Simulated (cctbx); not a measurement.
# What is wrong with this refinement?

Cell a = 8.2380 Å, b = 10.7270 Å, c = 10.7490 Å, α = 90.00°, β = 90.00°, γ = 90.00°; space group Pnna (no. 52).

Simulated single-crystal data (cctbx): Mo Kα, λ = 0.71073 Å, to d = 0.77 Å, 50 % of the full sphere, strongest reflection 40000 counts, noise from counting, a 4 % proportional error and a noise floor of 2 counts (s.d.); no absorption, and some extinction, which the refinements don't model.

An anisotropic refinement with weights 1/σ² prints:

```text
Rint 0.030, 1072 unique reflections to 0.77 A
cycle     R1     wR2    GooF  max shift (A)
   1  0.3143  0.6870  23.072   0.03251
   2  0.2743  0.5957  20.005   0.00011
final R1 0.2742 wR2 0.5957 GooF 20.005  parameters 23  data/parameter 46.6
atom        x        y        z      Ueq    occ   su(xyz)  su(Uiso or U11)
Tl1    0.16361  0.25000  0.75000  -0.0120  1.000  0.00033  0.0020  NPD
I1     0.50855  0.45752  0.81867  -0.0083  1.000  0.00037  0.0021  NPD
Br1    0.82422  0.32905  0.55279  -0.0050  1.000  0.00066  0.0028  NPD
difference map: max 140.57 min -14.41 rms 6.37
Q1    0.2500  0.0000  0.1809    4  141.07  2.37 A from Br1
Q2    0.1584  0.2500  0.7500    4  119.28  0.04 A from Tl1
Q3    0.0156  0.0430  0.3177    8   91.24  0.06 A from I1
Q4    0.1855  0.6742  0.4386    8   65.75  0.13 A from Br1
Q5    0.1041  0.9991  0.1799    8   10.24  1.75 A from I1
Q6    0.2500  0.0000  0.8225    4   10.10  2.65 A from I1
```

**Question.** Can this result stand? If not, what is the likely fault?

Mend it. The fault: an atom left out, Fe at (3/4, 1/2, 0.6810). Against the right model at the same level, R1 goes from 0.0148 to 0.2742 and GooF from 1.09 to 20.00, U of Br1 shrinks from 0.0067 to -0.0050 Å², U of I1 shrinks from 0.0052 to -0.0083 Å², U of Tl1 shrinks from 0.0047 to -0.0120 Å², the top difference peak, 141.1 e/Å³, lies 2.37 Å from Br1 and Tl1, I1 and Br1 go non-positive-definite. Q1 is the missing atom. With scattering power missing, scale and phases suffer, so peaks may also grow on the heavy atoms.

The compound is TlFeI2Br2. The right model at the same level gives:

```text
Rint 0.030, 1072 unique reflections to 0.77 A
cycle     R1     wR2    GooF  max shift (A)
   1  0.0149  0.0327   1.102   0.00009
   2  0.0148  0.0324   1.091   0.00000
final R1 0.0148 wR2 0.0324 GooF 1.091  parameters 28  data/parameter 38.3
atom        x        y        z      Ueq    occ   su(xyz)  su(Uiso or U11)
Tl1    0.16279  0.25000  0.75000   0.0047  1.000  0.00002  0.0001
I1     0.50962  0.45720  0.81829   0.0052  1.000  0.00002  0.0001
Br1    0.82164  0.32798  0.55482   0.0067  1.000  0.00003  0.0001
Fe1    0.75000  0.50000  0.68090   0.0072  1.000  0.00004  0.0002
difference map: max 0.82 min -2.58 rms 0.25
Q1    0.1205  0.5228  0.7570    8    0.86  1.28 A from I1
Q2    0.1948  0.1044  0.2600    8    0.73  1.48 A from Fe1
Q3    0.2265  0.7320  0.5025    8    0.73  0.97 A from Br1
Q4    0.0188  0.2040  0.1820    8    0.71  2.27 A from I1
Q5    0.0998  0.7464  0.0034    8    0.71  1.22 A from Br1
Q6    0.0652  0.5607  0.9281    8    0.70  1.34 A from I1
```

The model was made for the exercise: a known structure type with other elements put in, its volume estimated, not relaxed; displacement parameters are assumed.

[Middle refinement cycles are left out of these outputs.]

[Logs are printed without paths, hosts, clocks, repeated set-up lines and the standing remarks that a program may print on its own settings, such as how far it seeks lower states.]
